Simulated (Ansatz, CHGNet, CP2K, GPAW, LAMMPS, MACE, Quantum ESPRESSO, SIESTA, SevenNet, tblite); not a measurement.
**GPAW on amorphous 59Ga2O3-41P2O5 (mol %) (64 atoms): settings against a plane-wave reference**

How do the settings of GPAW change the result for amorphous 59Ga2O3-41P2O5 (mol %) (64 atoms)? A plane-wave run serves as the yardstick.

Program: GPAW 26.7.0. Level of theory: the method is named at each step. Results are calculated unless marked as measured.

**1. Set-up**

The cell holds 64 atoms: 13 Ga, 9 P and 42 O. Its edges and angles: a = 9.037 Å, b = 9.037 Å, c = 9.037 Å, α = 90.0°, β = 90.0°, γ = 90.0°. 64 atoms (13 Fe, 9 P, 42 O) placed at random at 3.33 g/cm³, melted at 5000 K for 10 ps at fixed volume with the Morse and Coulomb pair potential with partial charges (Pedone, Malavasi, Menziani, Cormack and Segre, J. Phys. Chem. B 110, 11780 (2006)). Quenched from 5000 K to 300 K at 100 K/ps and fixed volume, held 10 ps at zero pressure, then minimised at fixed cell. Then Fe was replaced by Ga and the cell scaled by 1.005 (the potential has no terms for the new elements, so the cell is a start for a DFT relaxation).

The yardstick, on the same geometry:

| Item | Value |
| --- | --- |
| method | Kohn-Sham DFT, PBE, SSSP efficiency 1.3.0 pseudopotentials, plane waves (Quantum ESPRESSO 7.5); sssp-pbe-1.3.0-efficiency, cutoffs 60/480 Ry, Γ point |
| r.m.s. force component | 1.059 eV/Å |
| longest force | 3.454 eV/Å |
| pressure | -0.4717 GPa |
| gap (highest filled to lowest empty level) | 1.376 eV |
| time | 4.8 min on 2 MPI ranks of Arm Neoverse V2, shared host |
| CPU time | 9.7 min |

**2. PBE, LCAO dzp, h 0.18 Å**

Method: Kohn-Sham DFT, PBE, PAW, atomic orbitals (dzp).

run.py reads:

```python
import numpy as np
from ase.io import read
from gpaw import GPAW, FermiDirac

atoms = read("structure.xyz")
atoms.calc = GPAW(
    mode="lcao",
    basis="dzp",
    h=0.18,
    xc="PBE",
    kpts={"size": (1, 1, 1), "gamma": True},
    occupations=FermiDirac(0.05),
    maxiter=200,
    symmetry={"point_group": False},
    txt="gpaw.txt",
)
energy = atoms.get_potential_energy(force_consistent=True)
forces = atoms.get_forces()
print(f"energy {energy:.6f} eV")
print("forces (eV/A)")
for i, (a, f) in enumerate(zip(atoms, forces)):
    print(f"{i:4d} {a.symbol:2s} {f[0]:10.5f} {f[1]:10.5f} {f[2]:10.5f}")
print(f"Fermi level {atoms.calc.get_fermi_level():.4f} eV")
for k in range(len(atoms.calc.get_ibz_k_points())):
    for s in range(atoms.calc.get_number_of_spins()):
        e = atoms.calc.get_eigenvalues(kpt=k, spin=s)
        n = np.searchsorted(e, atoms.calc.get_fermi_level())
        print(f"k {k} spin {s} levels about the Fermi level:", np.round(e[max(n - 6, 0):n], 4).tolist(), "|", np.round(e[n:n + 6], 4).tolist())
```

structure.xyz reads:

```xyz
64
Lattice="9.03743 0.00000 0.00000 0.00000 9.03743 0.00000 0.00000 0.00000 9.03743" Properties=species:S:1:pos:R:3 pbc="T T T"
Ga 1.44554 6.65209 6.27758
Ga 2.95723 0.27673 2.17621
Ga 0.61590 1.54540 4.64940
Ga 5.10832 6.04767 5.34916
Ga 5.02987 1.89578 7.52140
Ga 0.38418 4.19481 8.62695
Ga 4.42906 7.38250 8.08407
Ga 8.28497 8.81402 2.33979
Ga 1.66433 3.87679 3.08294
Ga 2.16971 0.79349 7.70956
Ga 4.84424 2.63965 3.91420
Ga 3.86043 8.92898 5.14935
Ga 6.10515 4.69820 8.73549
P 7.65154 3.14864 2.11376
P 5.46295 7.03871 2.14314
P 7.59126 8.31923 5.57754
P 1.61878 7.04721 0.11758
P 1.62240 6.76560 3.32677
P 3.30589 3.06062 0.90410
P 7.92944 0.71161 8.34860
P 2.71096 3.74791 6.11500
P 7.39443 3.93300 6.07116
O 1.88783 3.54999 0.60307
O 6.31283 3.21389 2.82628
O 7.65217 3.76174 0.69145
O 2.06876 5.76651 2.27409
O 4.49712 3.56102 0.10800
O 3.47778 3.32180 2.41390
O 4.82662 6.43555 3.39265
O 8.17228 0.22006 4.51474
O 7.97119 1.66334 2.00242
O 4.07272 0.12490 7.58340
O 6.29177 3.43386 7.03546
O 1.46768 7.89700 7.84169
O 2.96925 6.40284 8.82044
O 7.68308 0.08884 6.92846
O 5.90171 5.93669 1.17613
O 8.84394 3.81389 2.80260
O 5.62553 6.07930 7.46817
O 6.56922 1.33700 8.61104
O 1.79086 8.15429 1.13483
O 8.34715 4.53561 7.09547
O 3.97050 4.25699 5.42869
O 0.14550 1.60197 8.15962
O 3.51538 7.10993 6.05670
O 2.53762 7.92339 3.67335
O 1.45765 1.45774 2.93057
O 6.62426 7.90802 2.56555
O 1.87563 0.54577 5.76895
O 6.13027 7.92131 5.42951
O 4.53851 7.92357 1.28368
O 8.22768 8.65894 0.31007
O 8.15773 2.78967 5.41143
O 4.96191 1.64707 5.60158
O 2.97765 2.62989 7.13342
O 6.72349 4.88690 5.11799
[... 4 atom lines left out ...]
O 4.24958 0.87274 3.38470
O 8.62704 7.22262 5.80745
O 1.93808 4.77583 6.91553
O 3.20648 1.55417 0.63370
```

Launch:

```
> OMP_NUM_THREADS=1 python run.py > output.txt
```

What it wrote:

```text
energy -379.456244 eV
forces (eV/A)
   0 Ga    0.22824    0.63333   -0.75018
   1 Ga   -0.51382   -0.60135    0.39127
   2 Ga    0.31742   -0.46526    0.72314
   3 Ga    0.43726    0.18322    0.19492
   4 Ga    0.78909   -0.24219   -0.83172
   5 Ga   -0.07432   -0.55618   -0.24632
   6 Ga   -0.42845   -0.46058    1.19676
   7 Ga   -0.34609    0.04324   -0.67288
   8 Ga    0.24776    0.49385   -0.50802
   9 Ga   -1.17696   -0.14847   -0.96193
  10 Ga    0.10169   -1.09019    0.54550
  11 Ga   -0.74585    1.07426    0.06602
  12 Ga   -0.19771    0.88408    0.07030
  13 P     0.82772   -2.60644    2.02146
  14 P     0.75667   -0.04620   -0.56047
  15 P     1.57801   -1.32217    1.51728
  16 P     2.69048    0.00261    0.26599
  17 P    -0.33835    0.57361   -0.51351
  18 P    -0.66433    0.15809   -0.44061
  19 P     0.08108   -0.38046    0.15522
  20 P     0.08138   -0.25375    0.07653
  21 P     1.17931   -2.07811   -0.88837
  22 O    -1.90356    1.32424   -0.12535
  23 O    -1.97744    1.28408    0.69918
[...]
56 O    -3.05617    0.73316   -0.57279
  57 O    -0.58228   -1.59162    2.98715
  58 O    -2.47943   -1.34120    0.32443
  59 O    -1.62670   -0.68456   -2.44552
  60 O     0.79228   -0.32946    0.92656
  61 O     0.68004   -2.12647    0.19968
  62 O    -1.73564    2.41302    1.83328
  63 O    -0.00308   -3.08082   -0.99325
Fermi level 4.7035 eV
k 0 spin 0 levels about the Fermi level: [3.4804, 3.5707, 3.6661, 3.7955, 4.0596, 4.1109] | [5.2808, 6.6262, 7.0443, 7.0682, 7.3569, 7.473]
```

gpaw.txt:

```text
Input parameters:
  mode=LCAO(),
  basis={'default': 'dzp'},
  h=0.18,
  kpts=MonkhorstPack(size=(1, 1, 1), gamma=True),
  maxiter=200,
  occupations=Occupations(name='fermi-dirac', width=0.05, fixmagmom=False),
  symmetry=Symmetry(point_group=False),
  xc=XC(name='PBE')
Unit cell  # Å
| periodic |        x |        y |        z |  lengths |    angles |
|----------|----------|----------|----------|----------|-----------|
|      yes | 9.037430 | 0.000000 | 0.000000 | 9.037430 | 90.000000 |
|      yes | 0.000000 | 9.037430 | 0.000000 | 9.037430 | 90.000000 |
|      yes | 0.000000 | 0.000000 | 9.037430 | 9.037430 | 90.000000 |
Number of symmetries: 1
Symmetry operations  # r_c * U_cc + t_c -> r_c
|   | kind |            matrix            |
|---|------|------------------------------|
| 0 |  E   |  1, 0, 0,  0, 1, 0,  0, 0, 1 |
BZ-sampling:
  Number of BZ points: 1
  Number of IBZ points: 1
  Monkhorst-Pack size: [1, 1, 1]
  Monkhorst-Pack shift: [0, 0, 0]
[... lines left out ...]
eigensolver:
density mixing:
  MSR1-Mixer
occupation numbers:
  Fermi-Dirac:
    width: 0.0500  # eV
FastPoissonSolver using
    Stencil: 6*3+1=19 point O(h^6) finite-difference Laplacian
xc functional:
  name: PBE with 2 nearest neighbor stencil
interpolation: tri-quintic # 5. degree polynomial
Initialization done in: 6.247 s
convergence criteria:
- Maximum [total energy] change in last 3 cyles: 0.0005 eV / valence electron
- Maximum integral of absolute [dens]ity change: 0.0001 electrons / valence electron
- Maximum integral of absolute [eigenst]ate change: 4e-08 eV^2 / valence electron
maximum number of iterations: 200
SCF iterations
|iter     |      energy | eigst |  dens |
|---------|-------------|-------|-------|
|iter:   1| -424.278297 |      c|       |
|iter:   2| -413.247083 |      c| -0.77 |
|iter:   3| -379.655543 |      c| -0.82 |
|iter:   4| -379.473438 |      c| -1.47 |
|iter:   5| -379.513700 |      c| -1.78 |
|iter:   6| -379.457708c|      c| -2.34 |
|iter:   7| -379.456744c|      c| -2.85 |
|iter:   8| -379.456261c|      c| -3.16 |
|iter:   9| -379.456240c|      c| -3.79 |
|iter:  10| -379.456231c|      c| -4.18c|
Converged in 10 steps
SCF loop duration: 75.631 s (7.563 s/step)
Energy contributions relative to reference atoms: (reference = -856942.749452)
Energy contributions:
  Kinetic:         561.228107
  Coulomb:        -458.083861
  Zero:              6.227628
  External:          0.000000
  Xc:             -488.828093
  Entropy:          -0.000025
  Spinorbit:         0.000000
  ----------------------------
  Free energy:    -379.456244
  Extrapolated:   -379.456231
dipole moment: (-22.254375, -34.845667, -18.623163)  # |e|*Ang
Fermi level: 4.704
Eigenvalues  # (at kpt = [0.000, 0.000, 0.000])
| band index |      eig [eV] | occ [0-2] |
|------------|---------------|-----------|
|          0 |       -18.592 |     2.000 |
|        ... |               |           |
|        160 |         3.393 |     2.000 |
|        161 |         3.421 |     2.000 |
[...]
|        175 |         7.972 |     0.000 |
|        ... |               |           |
|        205 |        12.715 |     0.000 |
Gap: 1.170 eV
Transition (v -> c):
  (s=0, k=0, n=167, [0.00, 0.00, 0.00]) -> (s=0, k=0, n=168, [0.00, 0.00, 0.00])
No difference between direct/indirect transitions
Force computation time: 18.004  # s
timing:  # [seconds]
  Total:  99.909  # ━━━━━━━━━━━━━━━━━━━━━━━━━━━━━━━━━━━━━━━━━━━━━━━━━━━━━━━━━
  Init:    6.247  # ━━━╸
  SCF:    75.631  # ━━━━━━━━━━━━━━━━━━━━━━━━━━━━━━━━━━━━━━━━━━━
  Forces: 18.005  # ━━━━━━━━━━╸
```

It took 1.7 min on 1 thread of Arm Neoverse V2, shared host; peak memory 1.2 GiB.

Banners, paths, timers and routine set-up lines are dropped from the logs unmarked, and long logs keep their key lines alone; longer cuts are marked.

Compared with the plane-wave run:

* r.m.s. force component: 1.383 eV/Å
* r.m.s. difference of force components: 454.1 meV/Å
* longest difference of force vectors: 1265 meV/Å
* force difference over r.m.s. force: 42.88 %
* slope of forces against the reference's: 1.261
* correlation of force components: 0.9655
* gap (highest filled to lowest empty level): 1.17 eV
* gap difference: -0.2057 eV

This run lies far from the reference in forces at the same functional. Basis and potentials both differ; the latter hold 336 valence electrons against the reference's 466.

Length of the force difference by element (eV/Å):

| element | atoms | mean | most |
| --- | --- | --- | --- |
| Ga | 13 | 0.50 | 0.76 |
| O | 42 | 0.87 | 1.3 |
| P | 9 | 0.26 | 0.45 |

Levels nearest the highest filled one (eV from it): -0.63, -0.54, -0.44, -0.32, -0.05, 0.00, 1.17, 2.52, 2.93, 2.96, 3.25, 3.36.

The surroundings of O33, which bears the longest force, nearest first, numbered as they follow in the input and with coordinates relative to it.

| atom | x | y | z | distance (Å) | bonds | Fx | Fy | Fz (eV/Å) |
| --- | --- | --- | --- | --- | --- | --- | --- | --- |
| O33 | 0.00 | 0.00 | 0.00 | 0.00 | 3 | -2.94 | -0.76 | 3.09 |
| P22 | 1.10 | 0.50 | -0.96 | 1.55 | 4 | 1.18 | -2.08 | -0.89 |
| Ga5 | -1.26 | -1.54 | 0.49 | 2.05 | 6 | 0.79 | -0.24 | -0.83 |
| Ga13 | -0.19 | 1.26 | 1.70 | 2.13 | 5 | -0.20 | 0.88 | 0.07 |
| O42 | 2.06 | 1.10 | 0.06 | 2.33 | 2 | 2.20 | 2.73 | 2.30 |
| O56 | 0.43 | 1.45 | -1.92 | 2.44 | 2 | -0.98 | 1.90 | -2.01 |
| O53 | 1.87 | -0.64 | -1.62 | 2.56 | 2 | 0.61 | -1.49 | -1.30 |
| O40 | 0.28 | -2.10 | 1.58 | 2.64 | 2 | -2.16 | 1.40 | 0.91 |
| O54 | -1.33 | -1.79 | -1.43 | 2.65 | 3 | 0.02 | -0.68 | -0.26 |
| O39 | -0.67 | 2.65 | 0.43 | 2.76 | 3 | 0.27 | -0.26 | -0.49 |
| O27 | -1.79 | 0.13 | 2.11 | 2.77 | 3 | 2.09 | 0.29 | -1.74 |

Atoms are counted from 1 here, from 0 in the log.

Forces lie 43 % from the reference's, at 0.17 times its CPU time (on 1 against 2 cores).

**3. PBE, LCAO szp(dzp), h 0.18 Å**

Method: Kohn-Sham DFT, PBE, PAW, atomic orbitals (szp(dzp)).

run.py: that of step 2 with these lines changed.

```diff
@@ -7,3 +7,3 @@
     mode="lcao",
-    basis="dzp",
+    basis="szp(dzp)",
     h=0.18,
```

structure.xyz is that of step 2.

What it wrote:

```text
energy -354.077392 eV
forces (eV/A)
   0 Ga    0.19213    0.70811   -0.77274
   1 Ga   -0.55562   -0.77733    0.23160
   2 Ga    0.13619   -0.33709    1.01809
   3 Ga    0.54446    0.02915    0.22811
   4 Ga    0.84582   -0.03719   -0.81349
   5 Ga    0.00849   -0.80064   -0.38977
   6 Ga   -0.48758   -0.48046    1.53061
   7 Ga   -0.25890   -0.03688   -0.66847
   8 Ga    0.18506    0.70025   -0.53062
   9 Ga   -1.51075   -0.13655   -0.73642
  10 Ga    0.12128   -0.96367    0.56652
  11 Ga   -0.74573    1.14866   -0.03079
[...]
59 O    -1.82371   -0.80519   -2.63656
  60 O     0.92490   -0.28245    0.96625
  61 O     0.69588   -2.18741    0.21587
  62 O    -1.91581    2.58071    2.13112
  63 O    -0.04903   -3.32922   -1.12570
Fermi level 4.9728 eV
k 0 spin 0 levels about the Fermi level: [3.7741, 3.8867, 3.964, 4.0902, 4.392, 4.4219] | [5.5018, 6.8748, 7.3395, 7.3452, 7.5997, 7.7554]
```

gpaw.txt:

```text
Input parameters:
  mode=LCAO(),
  basis={'default': 'szp(dzp)'},
  h=0.18,
  kpts=MonkhorstPack(size=(1, 1, 1), gamma=True),
  maxiter=200,
  occupations=Occupations(name='fermi-dirac', width=0.05, fixmagmom=False),
  symmetry=Symmetry(point_group=False),
  xc=XC(name='PBE')
[... lines left out ...]
  Fermi-Dirac:
[... lines left out ...]
convergence criteria:
- Maximum [total energy] change in last 3 cyles: 0.0005 eV / valence electron
[... lines left out ...]
Converged in 10 steps
[... lines left out ...]
  Free energy:    -354.077392
[... lines left out ...]
Fermi level: 4.973
[... lines left out ...]
|          0 |       -18.664 |     2.000 |
|        ... |               |           |
|        160 |         3.711 |     2.000 |
|        161 |         3.749 |     2.000 |
[...]
|        175 |         8.272 |     0.000 |
|        ... |               |           |
|        205 |        12.958 |     0.000 |
Gap: 1.080 eV
Transition (v -> c):
  (s=0, k=0, n=167, [0.00, 0.00, 0.00]) -> (s=0, k=0, n=168, [0.00, 0.00, 0.00])
No difference between direct/indirect transitions
Force computation time: 13.690  # s
timing:  # [seconds]
  Total:  80.532  # ━━━━━━━━━━━━━━━━━━━━━━━━━━━━━━━━━━━━━━━━━━━━━━━━━━━━━━━━━
  Init:    5.603  # ━━━━
  SCF:    61.211  # ━━━━━━━━━━━━━━━━━━━━━━━━━━━━━━━━━━━━━━━━━━━╸
  Forces: 13.690  # ━━━━━━━━━╸
```

Run time: 82 s. Hardware: 1 thread; peak memory 1.2 GiB.

Compared with the plane-wave run:

```
r.m.s. force component                           : 1.505 eV/Å
r.m.s. difference of force components            : 581.2 meV/Å
longest difference of force vectors              : 1737 meV/Å
force difference over r.m.s. force               : 54.88 %
slope of forces against the reference's          : 1.359
correlation of force components                  : 0.9563
gap (highest filled to lowest empty level) : 1.08 eV
gap difference                                   : -0.2957 eV
```

This is a coarse setting, run to see what it loses.

Against the first run (43 %), the force difference from the reference is 55 %, at 0.81 times the CPU time, with 576 basis functions against 832: the smaller basis costs accuracy.

**4. PBE, LCAO dzp, h 0.22 Å**

Method: Kohn-Sham DFT, PBE, PAW, atomic orbitals (dzp).

run.py: that of step 3 with these lines changed.

```diff
@@ -7,4 +7,4 @@
     mode="lcao",
-    basis="szp(dzp)",
-    h=0.18,
+    basis="dzp",
+    h=0.22,
     xc="PBE",
```

structure.xyz is that of step 3.

What it wrote:

```text
energy -366.021890 eV
forces (eV/A)
   0 Ga    0.22861    0.64134   -0.74372
   1 Ga   -0.51603   -0.59913    0.39471
   2 Ga    0.31977   -0.45993    0.73267
   3 Ga    0.43747    0.18632    0.19854
   4 Ga    0.78473   -0.23171   -0.81062
   5 Ga   -0.07192   -0.58137   -0.25914
   6 Ga   -0.42470   -0.46316    1.20490
   7 Ga   -0.33808    0.04721   -0.67012
   8 Ga    0.25886    0.50034   -0.50335
   9 Ga   -1.18323   -0.14039   -0.94833
  10 Ga    0.09957   -1.07693    0.54748
  11 Ga   -0.75607    1.07640    0.06906
[...]
59 O    -1.45779   -0.69892   -2.52226
  60 O     0.46305   -0.50059    0.87453
  61 O     0.88523   -2.14083   -0.09667
  62 O    -1.86980    2.56073    1.74836
  63 O     0.27258   -3.17384   -1.22179
Fermi level 4.7089 eV
k 0 spin 0 levels about the Fermi level: [3.4898, 3.5806, 3.6748, 3.8039, 4.0674, 4.1209] | [5.2821, 6.6344, 7.053, 7.0748, 7.3654, 7.4816]
```

gpaw.txt:

```text
Input parameters:
  mode=LCAO(),
  basis={'default': 'dzp'},
  h=0.22,
  kpts=MonkhorstPack(size=(1, 1, 1), gamma=True),
  maxiter=200,
  occupations=Occupations(name='fermi-dirac', width=0.05, fixmagmom=False),
  symmetry=Symmetry(point_group=False),
  xc=XC(name='PBE')
[... lines left out ...]
  Fermi-Dirac:
[... lines left out ...]
convergence criteria:
- Maximum [total energy] change in last 3 cyles: 0.0005 eV / valence electron
[... lines left out ...]
Converged in 10 steps
[... lines left out ...]
  Free energy:    -366.021890
[... lines left out ...]
Fermi level: 4.709
[... lines left out ...]
|          0 |       -18.600 |     2.000 |
|        ... |               |           |
|        160 |         3.402 |     2.000 |
|        161 |         3.431 |     2.000 |
[...]
|        175 |         7.982 |     0.000 |
|        ... |               |           |
|        205 |        12.724 |     0.000 |
Gap: 1.161 eV
Transition (v -> c):
  (s=0, k=0, n=167, [0.00, 0.00, 0.00]) -> (s=0, k=0, n=168, [0.00, 0.00, 0.00])
No difference between direct/indirect transitions
Force computation time: 9.779  # s
timing:  # [seconds]
  Total:  56.365  # ━━━━━━━━━━━━━━━━━━━━━━━━━━━━━━━━━━━━━━━━━━━━━━━━━━━━━━━━━
  Init:    4.938  # ━━━━━
  SCF:    41.621  # ━━━━━━━━━━━━━━━━━━━━━━━━━━━━━━━━━━━━━━━━━━
  Forces:  9.779  # ━━━━━━━━━━
```

The job ended after 58 s (1 thread; peak memory 0.64 GiB).

Compared with the plane-wave run:

```
r.m.s. force component                           : 1.392 eV/Å
r.m.s. difference of force components            : 475.6 meV/Å
longest difference of force vectors              : 1460 meV/Å
force difference over r.m.s. force               : 44.91 %
slope of forces against the reference's          : 1.264
correlation of force components                  : 0.961
gap (highest filled to lowest empty level) : 1.161 eV
gap difference                                   : -0.2144 eV
energy less the same-level run's                 : 209.9 meV/atom
r.m.s. force difference from the same-level run  : 135.4 meV/Å
```

This is a coarse setting, run to see what it loses.

Against the first run (43 %), the force difference from the reference is 45 %, at 0.57 times the CPU time: the change moves forces by 135 meV/Å r.m.s., so most of the difference comes from elsewhere.

The forces add up to 2.1 eV/Å instead of zero, usually a sign of too coarse a grid.

(Part 1 of 2 ends here.)

[Also dropped from logs without a mark: logging warnings of Python, and SIESTA's first energy breakdown and zero terms.]

[Logs are printed without paths, hosts, clocks, repeated set-up lines and the standing remarks that a program may print on its own settings, such as how far it seeks lower states.]

[Hosts, paths, dates, database ids (printed as entryN), source tags and the programs' standing remarks are cut or masked in the printed files.]
